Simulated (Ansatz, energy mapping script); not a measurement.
# Spin model of MnS in the rock-salt structure from collinear orders (isotropic strain to volume × 0.94)

Wanted: the magnetic order of MnS in the rock-salt structure, its couplings and an estimate of its ordering temperature, by PBE+U (4.4 eV).

Main program and level: Ansatz 0.2.0; PBE with U = 4.4 eV on Mn d, ortho-atomic projectors; plane waves, U on orthogonalised atomic orbitals unless named otherwise, collinear spin, no spin–orbit coupling.

### 1. The structure

The structure is cubic, space group Fm-3m (No. 225). The conventional cell has a = 5.218 Å, b = 5.218 Å, c = 5.218 Å, α = 90.00°, β = 90.00°, γ = 90.00°. Mn has 6 S at 2.61 Å nearest. Nearest to S lie 6 Mn at 2.61 Å. rocksalt prototype, lattice guessed from radii. Farther neighbours and most contacts between anions are not listed.

This cell was built for the study (rocksalt prototype, lattice guessed from radii), not taken from an experiment; the compound need not form in this structure.

The parent cell was relaxed beforehand in Ansatz under PBE with U = 4.6 eV on Mn d, ortho-atomic projectors, from parallel moments.

This cell differs from the relaxed one by: isotropic strain to volume × 0.94. Atoms follow the cell and are not relaxed.

The U corrects the self-interaction that lets semilocal functionals spread d and f electrons too far. Its value here is typed, not computed.

### 2. Seed run in the crystal's own cell

A corrected shell can settle in several orbital fillings. One parallel run, with an occupation width a fifth wider than the orders use, therefore is to supply the occupation matrices. All orders start from them.

The input, input.yaml:

```yaml
crystal:
  lattice:
    - [0.0, 2.6088032567, 2.6088032567]
    - [2.6088032567, 0.0, 2.6088032567]
    - [2.6088032567, 2.6088032567, 0.0]
  atoms:
    - { symbol: Mn, position: [0.0, 0.0, 0.0], spin: 4.5 }
    - { symbol: S, position: [0.5, 0.5, 0.5] }
magnetization:
  spin_polarized: true
kpoints:
  mp_grid: { grid: [9, 9, 9] }
hamiltonian:
  xc: pbe
  hubbard:
    sites: [{ species: Mn, l: d, u_eff: 4.4 }]
    projectors: ortho-atomic
scf:
  occupations: { method: fermi_dirac, width: 0.048 }
output:
  eigenvalues: true
```

On the command line:

```sh
$ ansatz run input.yaml --threads 4 --pin off --max-ram 8192MiB --backend cpu --events-out ev --progress --plain --runs-dir out
```

Numbers of over 12 decimals in the logs are rounded to 6 here.

What it wrote:

```text
Engine: ansatz 0.2.0, aarch64-unknown-linux-gnu
Pseudopotentials: kind: paw
Pseudopotential: Mn, paw, valence charge 15, recommended cutoff 420 eV (normal), Mn.paw.azcp
Pseudopotential: S, paw, valence charge 6, recommended cutoff 420 eV (normal), S.paw.azcp
Functional definition: PBE
  parameter kappa = 0.804
  parameter beta = 0.066725
  exchange = pbe_x(kappa = kappa, mu = beta*pi^2/3)
  correlation = pbe_c(beta = beta)
Crystal: 2 atoms, lattice volume = 35.510 Å³
Basis set: ecut = 420 eV, 725 PW (Γ)
Bands: 17, of which v1, the nominal top of the filled ones, is band 11 counted from 1 (10 counted from 0)
Symmetry: 48 space group operations
Space group: Fm-3m (ITA 225), of the structure as read, at distance tolerance 3.3e-5 Å
Magnetic group: BNS 225.116 (UNI 1618), of the structure as read, at distance tolerance 3.3e-5 Å
k-points: 35 of 729
Non-local potential: Mn, projectors of the file, l = 0: 3, l = 1: 2, l = 2: 3, l = 3: 1
Non-local potential: S, projectors of the file, l = 0: 2, l = 1: 2, l = 2: 2
PAW form: soft (Blöchl's): semilocal exchange-correlation on the pseudo side does not see the compensation charge
PAW one-centre angular grid: Mn, 590 points (default); XC on 64 Gauss nodes
PAW one-centre angular grid: S, 110 points (default); XC on 64 Gauss nodes
Initial density: superposition of atomic densities (chi_scale 0.1, normalization cell, long waves kept (reshape's long-wave potential 0.00 eV rms))
Starting moments: Σ|m| = 4.5 μB on 1 of 2 sites
Initial wavefunctions: pseudopotential atomic-orbital guess
Functional: x = pbe(κ = 0.804, μ = 0.219515), c = pbe(β = 0.066725)
SCF iter   1: F=—  HF=-4800.921824 eV  |F-HF|=—  |Δ(HF+E_count)|=         —  Δρ=6.29e-2 (↑6.29e-2 ↓2.53e-2)  dr2=1.58e0  dr2_m=2.62e-1  M=4.998 μB ∫|m|=4.998 μB  β_m=1.00  ethr=3.10e-3  ⟨swp⟩=4.4  Hψ=5544  notcnv=0
preconditioner: auto → none  [insulator: Δε(μ)=0.298 eV  Ē_g=10.780 eV  σ=0.048 eV  W_gap=0.87  n_scr=14 (ndim 8)  ℏωp=22.5 eV  f_vac=0.000  D(μ)=0.04/eV (n_scr^D=0)  ε∞_Penn≈5.3]
SCF iter   2: F=—  HF=-4800.740688 eV  |F-HF|=—  |Δ(HF+E_count)|=   1.81e-1  Δρ=1.10e-2 (↑1.02e-2 ↓1.10e-2)  dr2=1.14e-1  dr2_m=6.46e-3  M=5.000 μB ∫|m|=5.000 μB  β_m=1.00  ethr=3.10e-3  ⟨swp⟩=2.8  Hψ=2830  notcnv=0  defer=84
SCF iter   3: F=—  HF=-4800.881296 eV  |F-HF|=—  |Δ(HF+E_count)|=   1.41e-1  Δρ=5.72e-3 (↑5.72e-3 ↓5.55e-3)  dr2=2.96e-2  dr2_m=5.83e-4  M=5.000 μB ∫|m|=5.000 μB  β_m=1.00  ethr=5.42e-4  ⟨swp⟩=2.1  Hψ=1877  notcnv=0  defer=84
SCF iter   4: F=—  HF=-4800.950802 eV  |F-HF|=—  |Δ(HF+E_count)|=   6.95e-2  Δρ=2.42e-3 (↑2.42e-3 ↓2.05e-3)  dr2=3.31e-3  dr2_m=1.03e-4  M=5.000 μB ∫|m|=5.000 μB  β_m=0.30  ethr=1.41e-4  ⟨swp⟩=2.3  Hψ=1956  notcnv=0  defer=84
Mixer restart at iter 4: flushing history
spin-set hold released at iteration 4 (site moments contracting): the magnetisation degrees of freedom join the quasi-Newton model from the next iteration; the mixer history was flushed
SCF iter   5: F=—  HF=-4800.981243 eV  |F-HF|=—  |Δ(HF+E_count)|=   3.04e-2  Δρ=1.66e-3 (↑1.66e-3 ↓1.41e-3)  dr2=1.53e-3  dr2_m=6.01e-5  M=5.000 μB ∫|m|=5.000 μB  β_m=0.65  ethr=1.58e-5  ⟨swp⟩=1.7  Hψ=1342  notcnv=0  defer=84
SCF iter   6: F=—  HF=-4801.011214 eV  |F-HF|=—  |Δ(HF+E_count)|=   3.00e-2  Δρ=3.07e-4 (↑3.07e-4 ↓2.06e-4)  dr2=1.07e-4  dr2_m=4.80e-6  M=5.000 μB ∫|m|=5.000 μB  β_m=0.58  ethr=7.27e-6  ⟨swp⟩=2.1  Hψ=2092  notcnv=0  defer=84
SCF iter   7: F=—  HF=-4801.011187 eV  |F-HF|=—  |Δ(HF+E_count)|=   2.73e-5  Δρ=1.58e-4 (↑1.58e-4 ↓8.75e-5)  dr2=1.00e-5  dr2_m=2.63e-6  M=5.000 μB ∫|m|=5.000 μB  β_m=0.53  ethr=5.10e-7  ⟨swp⟩=2.0  Hψ=1527  notcnv=0  defer=84
SCF iter   8: F=—  HF=-4801.011186 eV  |F-HF|=—  |Δ(HF+E_count)|=   5.01e-7  Δρ=4.73e-5 (↑4.73e-5 ↓4.22e-5)  dr2=2.82e-7  dr2_m=5.37e-7  M=5.000 μB ∫|m|=5.000 μB  β_m=0.58  ethr=4.78e-8  ⟨swp⟩=2.3  Hψ=1766  notcnv=0  defer=84
SCF iter   9: F=—  HF=-4801.011187 eV  |F-HF|=—  |Δ(HF+E_count)|=   8.99e-7  Δρ=2.94e-5 (↑2.94e-5 ↓1.74e-5)  dr2=9.38e-8  dr2_m=1.48e-7  M=5.000 μB ∫|m|=5.000 μB  β_m=0.68  ethr=4.76e-10  ⟨swp⟩=5.9  Hψ=4904  notcnv=0
SCF iter  10: F=-4801.011187 eV  HF=-4801.011187 eV  |F-HF|=8.10e-9  |Δ(HF+E_count)|=   2.49e-7  Δρ=4.35e-6 (↑4.35e-6 ↓3.88e-6)  dr2=9.69e-10  dr2_m=5.20e-9  M=5.000 μB ∫|m|=5.000 μB  ethr=4.47e-10  ⟨swp⟩=3.2  Hψ=3532  notcnv=0
SCF 1 converged in 10 iterations: F = -4801.011187 eV  dr2 = 9.69e-10
[...]
SCF converged after 10 iterations
Magnetization: 5.0000 μB (13.0000 up, 8.0000 down)
Absolute magnetization: 5.0000 μB (∫|ρ↑−ρ↓|, with the PAW one-centre terms)
Spin contamination: 0.0115 ħ² per cell (⟨S²⟩ above its minimum at these occupations)
Per-site moments (μB) at R_I (Å): [(4.517449, 1.076131), (0.102723, 1.076131)]
Free energy (F): -4801.011187 eV
Harris-Foulkes:  -4801.011187 eV  (|F-HF|=8.10e-9)
Internal energy: -4801.011187 eV  (E = F + TS)
E sigma→0 (E₀):  -4801.011187 eV
Entropy (-TS):   -0.000000 eV (-0.000 meV/atom)
Fermi energy:    10.622753 eV
--- Per-component energies (eV) ---
  E_band       = -312.691406
  E_kinetic    = 405.090380
  E_local      = -2455.953221  (includes V_loc(G=0)·N_el)
  E_nonlocal   = 281.875853
  E_hartree    = 1005.020712
  E_xc         = -208.228604
  E_vxc        = -229.471964  (∫ρ·V_xc dr)
  E_hubbard    = 0.610166  (on-site DFT+U / exact-exchange correction)
  E_vhub       = -10.351065  (the Hubbard potential's part of the band-sum identity)
  E_paw        = -1907.487791  (= ΣΔE_a)
  E_vpaw       = -313.924428  (= ΣTr[D̂ρ^β])
  E_aug_tail   = -0.000008  (compensation charges beyond the density's cutoff)
  E_ewald      = -1921.938673
  E_smearing   = -0.000000  (= −TS)
  E_closure    = -0.000000  (closes the sum)
  Σ components = -4801.011187   (vs F -4801.011187, Δ=0.00e0)
--- Band table (eV; the first three rows and the last of 70) ---
  k-point 0 ↑: bands = [... 7 lower, 4.2722, 4.3852, 4.3852, 8.6502, 8.6502, 8.6502, 11.9596, 18.7400, ... 2 higher]
  k-point 1 ↑: bands = [... 7 lower, 4.2379, 4.3531, 4.3531, 7.8680, 8.8221, 8.8221, 12.7637, 17.8058, ... 2 higher]
  k-point 2 ↑: bands = [... 7 lower, 3.9860, 4.4711, 4.4711, 6.6914, 9.2404, 9.2404, 13.7382, 17.1126, ... 2 higher]
  k-point 34 ↓: bands = [... 7 lower, 6.6401, 12.6713, 12.8716, 13.1893, 13.3950, 13.7222, 16.0738, 17.5925, ... 2 higher]
Occupation matrices written to <dir>
```

Wall time 1.1 s (4 threads of Arm Neoverse V1, shared host); peak memory 0.31 GiB.

The column dr2 measures how far the density is from self-consistency, as an energy; F and HF (Harris–Foulkes) agree once it is small.

Numbers from this step:

- final state: ferromagnetic
- electrons in the corrected shells: 5.260 e
- largest moment: 4.517 μB

### 3. Order 1: parallel, cell A of 4 atoms

Each cell gets its own parallel run on the same mesh, so that most of the mesh error cancels in the differences.

The input, input.yaml:

```yaml
crystal:
  lattice:
    - [0.0, -2.6088032567, -2.6088032567]
    - [-2.6088032567, 0.0, -2.6088032567]
    - [2.6088032567, 2.6088032567, -5.2176065133]
  atoms:
    - { symbol: Mn, position: [0.5, 0.5, 0.5], spin: 4.5 }
    - { symbol: Mn, position: [0.0, 0.0, 0.0], spin: 4.5 }
    - { symbol: S, position: [0.75, 0.75, 0.75] }
    - { symbol: S, position: [0.25, 0.25, 0.25] }
magnetization:
  spin_polarized: true
kpoints:
  mp_grid: { grid: [8, 8, 8] }
hamiltonian:
  xc: pbe
  hubbard:
    sites:
      - { species: Mn, l: d, u_eff: 4.4 }
      - { site: 0, l: d, u_eff: 4.4, starting_ns: [{ spin: up, occupation_matrix: mn1_major }, { spin: down, occupation_matrix: mn1_minor }] }
      - { site: 1, l: d, u_eff: 4.4, starting_ns: [{ spin: up, occupation_matrix: mn1_major }, { spin: down, occupation_matrix: mn1_minor }] }
    projectors: ortho-atomic
    occupation_matrices:
      mn1_major:
        matrix:
          - [0.993, 0.0, 0.0, 0.0, 0.0]
          - [0.0, 0.998, 0.0, 0.0, 0.0]
          - [0.0, 0.0, 0.998, 0.0, 0.0]
          - [0.0, 0.0, 0.0, 0.993, 0.0]
          - [0.0, 0.0, 0.0, 0.0, 0.998]
      mn1_minor:
        matrix:
          - [0.105, 0.0, 0.0, 0.0, 0.0]
          - [0.0, 0.024, 0.0, 0.0, 0.0]
          - [0.0, 0.0, 0.024, 0.0, 0.0]
          - [0.0, 0.0, 0.0, 0.105, 0.0]
          - [0.0, 0.0, 0.0, 0.0, 0.024]
scf:
  occupations: { method: fermi_dirac, width: 0.04 }
output:
  eigenvalues: true
```

What it wrote:

```text
[...]
Crystal: 4 atoms, lattice volume = 71.021 Å³
Basis set: ecut = 420 eV, 1425 PW (Γ)
Bands: 31, of which v1, the nominal top of the filled ones, is band 21 counted from 1 (20 counted from 0)
Symmetry: 24 space group operations
[...]
k-points: 65 of 512
[...]
Starting moments: Σ|m| = 9 μB on 2 of 4 sites
[...]
SCF iter   1: F=—  HF=-9601.967697 eV  |F-HF|=—  |Δ(HF+E_count)|=         —  Δρ=6.29e-2 (↑6.29e-2 ↓2.63e-2)  dr2=3.33e0  dr2_m=4.97e-1  M=10.000 μB ∫|m|=10.000 μB  β_m=1.00  ethr=3.10e-3  ⟨swp⟩=5.0  Hψ=14994  notcnv=0
[...]
spin=Collinear: Resta preconditioning applied to the charge; magnetization (m = ρ↑ − ρ↓) channel mixes plain (no charge-response kernel on spin).
SCF iter   2: F=—  HF=-9601.670108 eV  |F-HF|=—  |Δ(HF+E_count)|=   2.98e-1  Δρ=2.16e-2 (↑2.16e-2 ↓1.32e-2)  dr2=6.50e-1  dr2_m=2.70e-2  M=10.000 μB ∫|m|=10.000 μB  β_m=1.00  ethr=3.10e-3  ⟨swp⟩=2.6  Hψ=8439  notcnv=0  defer=286
[...]
SCF iter  12: F=-9602.022238 eV  HF=-9602.022238 eV  |F-HF|=9.26e-9  |Δ(HF+E_count)|=   1.84e-7  Δρ=2.44e-6 (↑2.24e-6 ↓2.44e-6)  dr2=1.13e-8  dr2_m=4.06e-10  M=10.000 μB ∫|m|=10.000 μB  ethr=2.38e-10  ⟨swp⟩=3.5  Hψ=11247  notcnv=0
SCF 1 converged in 12 iterations: F = -9602.022238 eV  dr2 = 1.13e-8
[...]
SCF converged after 12 iterations
Magnetization: 10.0000 μB (26.0000 up, 16.0000 down)
Absolute magnetization: 10.0000 μB (∫|ρ↑−ρ↓|, with the PAW one-centre terms)
[...]
Per-site moments (μB) at R_I (Å): [(4.517445, 1.076131), (4.517445, 1.076131), (0.102717, 1.076131), (0.102717, 1.076131)]
Free energy (F): -9602.022238 eV
[...]
Internal energy: -9602.022237 eV  (E = F + TS)
E sigma→0 (E₀):  -9602.022237 eV
Entropy (-TS):   -0.000000 eV (-0.000 meV/atom)
Fermi energy:    10.566430 eV
[...]
--- Specified on-site occupations, and those of the state reported ---
  electrons in the specified blocks: 10.5240 specified, 10.5195 found
  site 1 (l=d) ↑: largest change of an orbital's occupation 0.0004; electrons 4.9800 specified, 4.9793 found; spectral distance 0.0006
[...]
site 1 (l=d) ↓: largest change of an orbital's occupation 0.0004; electrons 0.2820 specified, 0.2804 found; spectral distance 0.0007
[...]
--- Band table (eV; the first three rows and the last of 130) ---
  k-point 0 ↑: bands = [... 17 lower, 4.3852, 4.7433, 4.7433, 5.7790, 8.6502, 8.6502, 8.6503, 10.0858, ... 6 higher]
  k-point 1 ↑: bands = [... 17 lower, 4.3586, 4.7248, 4.7248, 5.8032, 8.3562, 8.7068, 8.7068, 10.0267, ... 6 higher]
  k-point 2 ↑: bands = [... 17 lower, 4.3617, 4.6729, 4.6729, 5.8915, 7.7133, 8.8646, 8.8646, 9.8636, ... 6 higher]
  k-point 64 ↓: bands = [... 17 lower, 13.0378, 13.0823, 13.0828, 13.2970, 13.4712, 13.5900, 13.6796, 13.7130, ... 6 higher]
Occupation matrices written to <dir>
```

Run time: 5.7 s. Hardware: 4 threads; peak memory 0.52 GiB; 21 s of CPU time.

Spin moment in the sphere by atom:

```csv
atom,spin moment in the sphere (μB)
Mn1,4.52
Mn2,4.52
S3,0.10
S4,0.10
```

The run ends ferromagnetic.

### 4. Run 2 (compensated +−; cell A, 4 atoms)

This order reverses 6 of the 12 neighbours at 3.69 Å, 6 of the 6 neighbours at 5.22 Å and 12 of the 24 neighbours at 6.39 Å, counted for an average magnetic atom.

Changes to input.yaml since step 3:

```diff
@@ -7,3 +7,3 @@
     - { symbol: Mn, position: [0.5, 0.5, 0.5], spin: 4.5 }
-    - { symbol: Mn, position: [0.0, 0.0, 0.0], spin: 4.5 }
+    - { symbol: Mn, position: [0.0, 0.0, 0.0], spin: -4.5 }
     - { symbol: S, position: [0.75, 0.75, 0.75] }
@@ -20,3 +20,3 @@
       - { site: 0, l: d, u_eff: 4.4, starting_ns: [{ spin: up, occupation_matrix: mn1_major }, { spin: down, occupation_matrix: mn1_minor }] }
-      - { site: 1, l: d, u_eff: 4.4, starting_ns: [{ spin: up, occupation_matrix: mn1_major }, { spin: down, occupation_matrix: mn1_minor }] }
+      - { site: 1, l: d, u_eff: 4.4, starting_ns: [{ spin: up, occupation_matrix: mn1_minor }, { spin: down, occupation_matrix: mn1_major }] }
     projectors: ortho-atomic
```

What it wrote:

```text
[...]
Crystal: 4 atoms, lattice volume = 71.021 Å³
Basis set: ecut = 420 eV, 1425 PW (Γ)
Bands: 31, of which v1, the nominal top of the filled ones, is band 21 counted from 1 (20 counted from 0)
Symmetry: 12 space group operations
[...]
k-points: 65 of 512
[...]
Starting moments: Σ|m| = 9 μB on 2 of 4 sites
Starting magnetic order: antiferromagnet; a translation exchanges its spin sublattices: spin-degenerate at every k-point
[...]
the translation (0.5, 0.5, 0.5) carries every atom to within crystal.symmetry.tolerance of an atom of its element with the starting moment reversed, but both spin channels are solved: the dense FFT box has an odd point count along it
SCF iter   1: F=—  HF=-9602.176845 eV  |F-HF|=—  |Δ(HF+E_count)|=         —  Δρ=4.79e-2 (↑4.79e-2 ↓4.79e-2)  dr2=3.88e0  dr2_m=3.56e-1  M=0.000 μB ∫|m|=9.200 μB  β_m=1.00  ethr=3.10e-3  ⟨swp⟩=4.2  Hψ=15041  notcnv=0
[...]
SCF iter  11: F=-9602.123023 eV  HF=-9602.123023 eV  |F-HF|=1.59e-8  |Δ(HF+E_count)|=   1.38e-7  Δρ=2.91e-6 (↑2.91e-6 ↓2.86e-6)  dr2=1.79e-8  dr2_m=8.76e-11  M=0.000 μB ∫|m|=9.507 μB  ethr=2.38e-10  ⟨swp⟩=8.5  Hψ=15991  notcnv=0
SCF 1 converged in 11 iterations: F = -9602.123023 eV  dr2 = 1.79e-8
[...]
SCF converged after 11 iterations
Magnetization: 0.0000 μB (21.0000 up, 21.0000 down)
Absolute magnetization: 9.5098 μB (∫|ρ↑−ρ↓|, with the PAW one-centre terms)
[...]
Per-site moments (μB) at R_I (Å): [(4.439171, 1.076131), (-4.439168, 1.076131), (1.1773408729741592e-7, 1.076131), (1.1773408718770288e-7, 1.076131)]
Free energy (F): -9602.123023 eV
[...]
Internal energy: -9602.123023 eV  (E = F + TS)
E sigma→0 (E₀):  -9602.123023 eV
Fermi energy:    10.557822 eV
[...]
--- Specified on-site occupations, and those of the state reported ---
  electrons in the specified blocks: 10.5240 specified, 10.5875 found
[...]
--- Band table (eV; the first three rows and the last of 130) ---
  k-point 0 ↑: bands = [... 17 lower, 8.5768, 8.7086, 8.7086, 8.7116, 12.4649, 12.9205, 12.9205, 13.0063, ... 6 higher]
  k-point 1 ↑: bands = [... 17 lower, 8.3616, 8.4181, 8.9364, 8.9364, 12.7586, 12.8827, 12.9048, 12.9048, ... 6 higher]
  k-point 2 ↑: bands = [... 17 lower, 8.1401, 8.1401, 9.1896, 9.1896, 12.7239, 12.8589, 12.8589, 13.3992, ... 6 higher]
  k-point 64 ↓: bands = [... 17 lower, 6.2149, 6.8567, 8.2620, 8.3304, 12.3247, 13.0583, 13.1800, 13.4621, ... 6 higher]
Occupation matrices written to <dir>
```

It took 4.8 s on 4 threads; peak memory 0.54 GiB.

Spin moment in the sphere by atom:

```
atom  spin moment in the sphere (μB)
 Mn1                            4.44
 Mn2                           -4.44
  S3                            0.00
  S4                            0.00
```

The run ends antiferromagnetic, 50.39 meV a magnetic atom below the parallel order of its cell.

### 5. Order 3: parallel, cell B of 4 atoms

A new cell needs its own zero of energy.

This run holds the same structure in another cell (c 6.390 → 5.218 Å, α 73.2 → 90.0°, β 73.2 → 90.0°, γ 60.0 → 90.0°).

The input, input.yaml:

```yaml
crystal:
  lattice:
    - [0.0, -2.6088032567, -2.6088032567]
    - [0.0, 2.6088032567, -2.6088032567]
    - [5.2176065133, 0.0, 0.0]
  atoms:
    - { symbol: Mn, position: [0.5, 0.5, 0.5], spin: 4.5 }
    - { symbol: Mn, position: [0.0, 0.0, 0.0], spin: 4.5 }
    - { symbol: S, position: [0.5, 0.5, 0.0] }
    - { symbol: S, position: [0.0, 0.0, 0.5] }
magnetization:
  spin_polarized: true
kpoints:
  mp_grid: { grid: [7, 7, 5] }
hamiltonian:
  xc: pbe
  hubbard:
    sites:
      - { species: Mn, l: d, u_eff: 4.4 }
      - { site: 0, l: d, u_eff: 4.4, starting_ns: [{ spin: up, occupation_matrix: mn1_major }, { spin: down, occupation_matrix: mn1_minor }] }
      - { site: 1, l: d, u_eff: 4.4, starting_ns: [{ spin: up, occupation_matrix: mn1_major }, { spin: down, occupation_matrix: mn1_minor }] }
    projectors: ortho-atomic
    occupation_matrices:
      mn1_major:
        matrix:
          - [0.993, 0.0, 0.0, 0.0, 0.0]
          - [0.0, 0.998, 0.0, 0.0, 0.0]
          - [0.0, 0.0, 0.998, 0.0, 0.0]
          - [0.0, 0.0, 0.0, 0.993, 0.0]
          - [0.0, 0.0, 0.0, 0.0, 0.998]
      mn1_minor:
        matrix:
          - [0.105, 0.0, 0.0, 0.0, 0.0]
          - [0.0, 0.024, 0.0, 0.0, 0.0]
          - [0.0, 0.0, 0.024, 0.0, 0.0]
          - [0.0, 0.0, 0.0, 0.105, 0.0]
          - [0.0, 0.0, 0.0, 0.0, 0.024]
scf:
  occupations: { method: fermi_dirac, width: 0.04 }
output:
  eigenvalues: true
```

What it wrote:

```text
[...]
Crystal: 4 atoms, lattice volume = 71.021 Å³
Basis set: ecut = 420 eV, 1417 PW (Γ)
Bands: 31, of which v1, the nominal top of the filled ones, is band 21 counted from 1 (20 counted from 0)
Symmetry: 32 space group operations
[...]
k-points: 30 of 245
[...]
Starting moments: Σ|m| = 9 μB on 2 of 4 sites
[...]
k-point 0 ↑: bands = [... 17 lower, 4.6102, 4.8596, 4.8596, 5.6874, 6.9873, 6.9873, 8.6503, 8.6503, ... 6 higher]
  k-point 1 ↑: bands = [... 17 lower, 4.5885, 4.7406, 4.7406, 6.4716, 7.2260, 7.2260, 8.2692, 8.5551, ... 6 higher]
  k-point 2 ↑: bands = [... 17 lower, 4.5261, 4.5261, 4.5319, 7.2996, 7.7439, 7.7439, 7.7810, 8.2450, ... 6 higher]
  k-point 29 ↓: bands = [... 17 lower, 12.6882, 12.7005, 12.9445, 13.2349, 13.3073, 13.3820, 13.5132, 13.7129, ... 6 higher]
Occupation matrices written to <dir>
[key lines of the parts left out:]
SCF converged after 12 iterations
Magnetization: 10.0000 μB (26.0000 up, 16.0000 down)
Free energy (F): -9602.021779 eV
Fermi energy:    10.571267 eV
```

It took 3 s on 4 threads; peak memory 0.42 GiB; 10 s of CPU time.

The run ends ferromagnetic. For each magnetic atom its energy differs from the parallel run of the first cell by 0.23 meV, an error that one common reference would have brought in.

[end of part 1 of 2]

[Logs and program files are shortened in this print: banners, set-up blocks, solver, clock and traceback lines can be left out without a mark of their own.]

[Logs are printed without paths, hosts, clocks, repeated set-up lines and the standing remarks that a program may print on its own settings, such as how far it seeks lower states.]

[Hosts, paths, dates, database ids (printed as entryN), source tags and the programs' standing remarks are cut or masked in the printed files.]

[Where a cell is said to come from a database of computed structures, the database is the Materials Project.]
